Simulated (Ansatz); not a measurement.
# The perfect GaAs wire along [110], 8 atoms a period, H-terminated, part 2 of 3

What gap, if any, does the GaAs wire along [110], 8 atoms a period, H-terminated have, and how does it change with the functional and under strain?

Ansatz 0.2.0; DFT PBE, plane waves, PAW; relaxation of a wire's period; PAW set soft_1 (the session's first sound run).

So far. Step 2 (The relaxed wire): The cell's length comes to 4.136 Å with spin left out.

## 3. The perfect wire

This step: DFT PBE, plane waves, PAW; bands of a perfect wire; PAW set soft_1 (Ansatz 0.2.0).

At the relaxed period the bands are computed along the axis; those that cross an energy going forward count the channels that a perfect wire would open there.

Contents of input.yaml:

```yaml
crystal:
  lattice:
    - [15.795, 0.0, 0.0]
    - [0.0, 13.446, 0.0]
    - [0.0, 0.0, 4.1363140043]
  atoms:
    - { symbol: H, position: [0.404267266, 0.245363807, 0.0] }
    - { symbol: Ga, position: [0.44895446, 0.349125557, 0.0] }
    - { symbol: H, position: [0.224768378, 0.602942915, 0.5] }
    - { symbol: H, position: [0.224768378, 0.397057085, 0.5] }
    - { symbol: Ga, position: [0.271240618, 0.5, 0.5] }
    - { symbol: As, position: [0.541334916, 0.646163871, 0.5] }
    - { symbol: As, position: [0.541334916, 0.353836129, 0.5] }
    - { symbol: H, position: [0.603776573, 0.732891025, 0.5] }
    - { symbol: H, position: [0.603776573, 0.267108975, 0.5] }
    - { symbol: Ga, position: [0.63130798, 0.5, 0.5] }
    - { symbol: As, position: [0.364453903, 0.5, 0.0] }
    - { symbol: H, position: [0.404267266, 0.754636193, 0.0] }
    - { symbol: Ga, position: [0.44895446, 0.650874443, 0.0] }
    - { symbol: As, position: [0.72157375, 0.5, 0.0] }
    - { symbol: H, position: [0.784703753, 0.585269391, 0.0] }
    - { symbol: H, position: [0.784703753, 0.414730609, 0.0] }
kpoints:
  mp_grid: { grid: [1, 1, 20] }
  band_path: { path: ["Γ", Z], npoints: 90 }
scf:
  occupations: { method: fermi_dirac, width: 0.05 }
hamiltonian:
  xc: pbe
  pseudopotentials: { kind: paw, azcp: { folder: soft_1 } }
output:
  dos: { e_range: [-5, 4] }
  write_potential: true
  write_density: true
  volumetric_format: npy
```

Command:

```
ansatz run input.yaml --threads 4 --pin off --max-ram 16384MiB --backend cpu --events-out ev --progress --plain --runs-dir out
```

Numbers of over 12 decimals in the logs are rounded to 6 here.

The program printed:

```text
[...]
Crystal: 16 atoms, lattice volume = 878.469 Å³
Basis set: ecut = 420 eV, 17169 PW (Γ)
Bands: 76, of which v1, the nominal top of the filled ones, is band 60 counted from 1 (59 counted from 0)
Symmetry: 4 space group operations
[...]
k-points: 11 of 20
[...]
SCF iter   1: F=—  HF=-34686.099302 eV  |F-HF|=—  |Δ(HF+E_count)|=         —  Δρ=3.14e-2  dr2=8.93e0  ethr=3.10e-3  ⟨swp⟩=7.0  Hψ=3663  notcnv=0  defer=2
[...]
SCF iter  10: F=-34683.362351 eV  HF=-34683.362351 eV  |F-HF|=2.71e-9  |Δ(HF+E_count)|=   2.85e-7  Δρ=1.76e-6  dr2=5.85e-8  ethr=8.33e-11  ⟨swp⟩=14.3  Hψ=4356  notcnv=0
SCF 1 converged in 10 iterations: F = -34683.362351 eV  dr2 = 5.85e-8
[...]
NSCF: frozen V_eff on 91 k-points
WARN: The output density's exchange-correlation potential varies sharply where the density is thin. Do not read a vacuum level from v_tot or v_xc, or from such a field of the output density. On a cell that repeats whose density bears no net charge and no dipole along the vacuum's axis use v_es (v_loc + v_h of the components); under efield.dipole_correction with no amplitude use v_es + v_field, which holds any externa [...]
SCF converged after 10 iterations
Free energy (F): -34683.362351 eV
[...]
Internal energy: -34683.362350 eV  (E = F + TS)
E sigma→0 (E₀):  -34683.362350 eV
Entropy (-TS):   -0.000000 eV (-0.000 meV/atom)
Fermi energy:    -1.484112 eV
[...]
--- Band table (eV; the first three rows and the last of 11) ---
  k-point 0: bands = [... 56 lower, -3.2612, -3.1531, -2.9850, -2.1671, -0.8104, -0.0319, 0.0815, 0.6117, ... 12 higher]
  k-point 1: bands = [... 56 lower, -3.3316, -3.1698, -2.9603, -2.2536, -0.6757, 0.0846, 0.1989, 0.7120, ... 12 higher]
  k-point 2: bands = [... 56 lower, -3.4842, -3.1921, -2.9962, -2.4281, -0.3340, 0.3445, 0.4797, 0.9279, ... 12 higher]
  k-point 10: bands = [... 56 lower, -3.7551, -3.6492, -3.5441, -3.4872, 0.2783, 0.4786, 0.7239, 0.9359, ... 12 higher]
```

Elapsed: 2.4 min, on 4 threads of Arm Neoverse V1, shared host; peak memory 3.6 GiB.

Reading the cycles: dr2 is the Hartree energy of the density residual (eV), the measure of convergence; HF is the Harris–Foulkes estimate of the energy, which meets the free energy F at convergence.

This step gave:

* band gap: 1.357 eV

The electronic bands at the labelled points (eV, zero at the Fermi level; v1 is the highest filled band, c1 the lowest empty one):

| point | v4 | v3 | v2 | v1 | c1 | c2 | c3 | c4 |
| --- | --- | --- | --- | --- | --- | --- | --- | --- |
| Γ | -1.78 | -1.67 | -1.50 | -0.68 | 0.67 | 1.45 | 1.57 | 2.10 |
| halfway | -2.26 | -1.99 | -1.82 | -1.32 | 1.90 | 2.07 | 2.20 | 2.59 |
| Z | -2.27 | -2.17 | -2.06 | -2.00 | 1.76 | 1.96 | 2.21 | 2.42 |

The gap is 1.36 eV, with spin left out.

The path shows a direct gap of 1.36 eV (valence top at Γ, conduction bottom at Γ).

## 4. Another level of theory, cutoff 500 eV, k-mesh 1×1×15

This step: DFT r2SCAN, plane waves, PAW; bands of a perfect wire at the PBE geometry; PAW set soft_1 (Ansatz 0.2.0).

The atoms stay at the PBE geometry and the functional changes. r2SCAN also reads the kinetic-energy density; it often gives larger moments and wider gaps than PBE, at a higher cost. Against the first PBE run of this kind, the cutoff is 500 eV against 420 and the mesh along the wire has 15 points against 20.

input.yaml, as its differences from that of step 3:

```diff
@@ -23,3 +23,3 @@
 kpoints:
-  mp_grid: { grid: [1, 1, 20] }
+  mp_grid: { grid: [1, 1, 15] }
   band_path: { path: ["Γ", Z], npoints: 90 }
@@ -28,8 +28,3 @@
 hamiltonian:
-  xc: pbe
+  xc: r2scan
   pseudopotentials: { kind: paw, azcp: { folder: soft_1 } }
-output:
-  dos: { e_range: [-5, 4] }
-  write_potential: true
-  write_density: true
-  volumetric_format: npy
```

The program printed:

```text
[...]
Crystal: 16 atoms, lattice volume = 878.469 Å³
Basis set: ecut = 500 eV, 22379 PW (Γ), exchange–correlation on 480×400×128 points (64 copies of the dense FFT grid, shifted against one another)
Bands: 76, of which v1, the nominal top of the filled ones, is band 60 counted from 1 (59 counted from 0)
Symmetry: 4 space group operations
[...]
k-points: 8 of 15
[...]
--- Band table (eV; the first three rows and the last of 8) ---
  k-point 0: bands = [... 56 lower, -3.4914, -3.4099, -3.1723, -2.3595, -0.7176, 0.1197, 0.2507, 0.8418, ... 12 higher]
  k-point 1: bands = [... 56 lower, -3.6288, -3.4185, -3.1541, -2.5009, -0.4756, 0.3134, 0.4696, 0.9988, ... 12 higher]
  k-point 2: bands = [... 56 lower, -3.8271, -3.4468, -3.2851, -2.7282, 0.0860, 0.6289, 0.9057, 1.2535, ... 12 higher]
  k-point 7: bands = [... 56 lower, -4.0658, -3.8727, -3.8150, -3.6687, 0.4557, 0.6491, 0.7982, 1.1621, ... 12 higher]
[key lines of the parts left out:]
SCF converged after 10 iterations
Free energy (F): -34747.209555 eV
Fermi energy:    -1.536124 eV
```

Run time: 3.6 min. Hardware: 4 threads; peak memory 5.6 GiB; 14 min of CPU time.

This step gave:

```yaml
band_gap: 1.642 eV
```

Electronic bands along the path, in eV, zero at the Fermi level; v1 is the highest filled band, c1 the lowest empty one:

| point | v4 | v3 | v2 | v1 | c1 | c2 | c3 | c4 |
| --- | --- | --- | --- | --- | --- | --- | --- | --- |
| Γ | -1.96 | -1.87 | -1.64 | -0.82 | 0.82 | 1.66 | 1.79 | 2.38 |
| halfway | -2.49 | -2.16 | -2.01 | -1.48 | 2.20 | 2.23 | 2.40 | 2.88 |
| Z | -2.50 | -2.37 | -2.24 | -2.19 | 1.98 | 2.19 | 2.36 | 2.65 |

The gap is 1.64 eV, against 1.36 eV under PBE at the relaxed period.

## 5. Levels at the same atoms, level HSE06, cutoff 420 eV

This step: DFT HSE06, plane waves, PAW; levels of a perfect wire at the PBE geometry; PAW set soft_1 (Ansatz 0.2.0).

The atoms stay at the PBE geometry and the functional changes. HSE06 mixes in a quarter of short-range exact exchange, which removes part of the self-interaction that closes gaps; it is dear, so the mesh is thinner and no path is run. Against the first PBE run of this kind, the mesh along the wire has 8 points against 20.

input.yaml, as its differences from that of step 4:

```diff
@@ -23,4 +23,3 @@
 kpoints:
-  mp_grid: { grid: [1, 1, 15] }
-  band_path: { path: ["Γ", Z], npoints: 90 }
+  mp_grid: { grid: [1, 1, 8] }
 scf:
@@ -28,3 +27,3 @@
 hamiltonian:
-  xc: r2scan
+  xc: hse06
   pseudopotentials: { kind: paw, azcp: { folder: soft_1 } }
```

The program printed:

```text
[...]
Crystal: 16 atoms, lattice volume = 878.469 Å³
Basis set: ecut = 420 eV, 17169 PW (Γ)
Bands: 76, of which v1, the nominal top of the filled ones, is band 60 counted from 1 (59 counted from 0)
Symmetry: 4 space group operations
[...]
k-points: 5 of 8
[...]
SCF iter   7: F=-34683.367169 eV  HF=-34683.367222 eV  |F-HF|=5.33e-5  |Δ(HF+E_count)|=   6.36e-5  Δρ=5.91e-5  dr2=6.33e-5  ethr=1.89e-7  ⟨swp⟩=4.0  Hψ=919  notcnv=0
[...]
Fermi energy:    -1.570374 eV
[...]
--- Band table (eV; the first three rows and the last of 5) ---
  k-point 0: bands = [... 56 lower, -3.8555, -3.6830, -3.4609, -2.5884, -0.5524]
  k-point 1: bands = [... 56 lower, -4.1410, -3.7877, -3.5340, -2.9639, 0.2017]
  k-point 2: bands = [... 56 lower, -4.3825, -4.0002, -3.9052, -3.3084, 0.7673]
  k-point 4: bands = [... 56 lower, -4.5005, -4.2386, -4.0854, -4.0678, 0.6501]
  guard bands above this table: 15 of the run's 76 bands. The solve was not asked for them (output.publish_guard_bands: true or output.eigenvalues: true publishes all)
[key lines of the parts left out:]
Free energy (F): -34690.469237 eV
```

It took 3.9 min on 4 threads; peak memory 13 GiB.

This step gave:

- band gap: 2.036 eV

The gap is 2.04 eV, against 1.36 eV under PBE at the relaxed period.

## 6. Two-component spinors, k-mesh 1×1×13

This step: DFT PBE, plane waves, fully relativistic PAW; bands of a perfect wire with spin-orbit coupling; PAW set soft_1 (Ansatz 0.2.0).

Spin-orbit coupling mixes the spins and splits bands that cross or touch without it, so it can open or close channels. Fully relativistic datasets take the place of the scalar ones. Against the first PBE run of this kind, the mesh along the wire has 13 points against 20.

input.yaml, as its differences from that of step 5:

```diff
@@ -23,3 +23,4 @@
 kpoints:
-  mp_grid: { grid: [1, 1, 8] }
+  mp_grid: { grid: [1, 1, 13] }
+  band_path: { path: ["Γ", Z], npoints: 90 }
 scf:
@@ -27,3 +28,6 @@
 hamiltonian:
-  xc: hse06
-  pseudopotentials: { kind: paw, azcp: { folder: soft_1 } }
+  xc: pbe
+  pseudopotentials: { kind: paw_fr, azcp: { folder: soft_1 } }
+magnetization:
+  noncollinear: true
+  spin_orbit: true
```

The program printed:

```text
[...]
non-collinear run that drives no moment, with spin-orbit: no starting moment large enough to seed its density (crystal.atoms[].spin), no starting occupations that ask for one, no magnetisation constraint and no magnetic field, so the semilocal B_xc is pinned to zero
Crystal: 16 atoms, lattice volume = 878.469 Å³
Basis set: ecut = 420 eV, 17169 PW (Γ)
[...]
k-point 0: bands = [... 116 lower, -2.9842, -2.9842, -2.1612, -2.1612, -0.8100, -0.8100, -0.0318, -0.0318, ... 28 higher]
  k-point 1: bands = [... 116 lower, -2.9913, -2.9320, -2.3793, -2.3038, -0.5102, -0.5092, 0.2080, 0.2288, ... 28 higher]
  k-point 2: bands = [... 116 lower, -3.1542, -3.1177, -2.6272, -2.5301, 0.0897, 0.0995, 0.5415, 0.5707, ... 28 higher]
  k-point 6: bands = [... 116 lower, -3.5677, -3.5481, -3.4231, -3.4005, 0.2913, 0.2944, 0.4694, 0.4752, ... 28 higher]
[key lines of the parts left out:]
SCF converged after 10 iterations
Magnetization: |M| = 0.0000 μB,  M = (+0.0000, +0.0000, +0.0000) μB
Free energy (F): -34684.187557 eV
Fermi energy:    -1.483966 eV
```

The job ended after 24 min (4 threads; peak memory 13 GiB).

This step gave:

```yaml
band_gap: 1.350 eV
```

The electronic bands at the labelled points (eV, zero at the Fermi level; v1 is the highest filled band, c1 the lowest empty one):

| point | v4 | v3 | v2 | v1 | c1 | c2 | c3 | c4 |
| --- | --- | --- | --- | --- | --- | --- | --- | --- |
| Γ | -1.50 | -1.50 | -0.68 | -0.68 | 0.67 | 0.67 | 1.45 | 1.45 |
| halfway | -1.82 | -1.81 | -1.35 | -1.29 | 1.89 | 1.90 | 2.07 | 2.07 |
| Z | -2.04 | -2.04 | -1.99 | -1.99 | 1.76 | 1.76 | 1.96 | 1.96 |

The gap is 1.35 eV, against 1.36 eV under PBE at the relaxed period, with no moment.

## 7. Cost and result by level

Times are for 4 threads of Arm Neoverse V1, shared host. Results by setting:

| no. | run | band gap (eV) | time | memory (GiB) |
| --- | --- | --- | --- | --- |
| 1 | lead | 1.357 | 2.4 min | 3.6 |
| 2 | levels | 1.642 | 3.6 min | 5.6 |
| 3 | levels | 2.036 | 3.9 min | 13 |
| 4 | SOC | 1.350 | 24 min | 13 |

(Part 2 of 3 ends here.)

[Logs are printed without paths, hosts, clocks, repeated set-up lines and the standing remarks that a program may print on its own settings, such as how far it seeks lower states.]

[Hosts, paths, dates, database ids (printed as entryN), source tags and the programs' standing remarks are cut or masked in the printed files.]
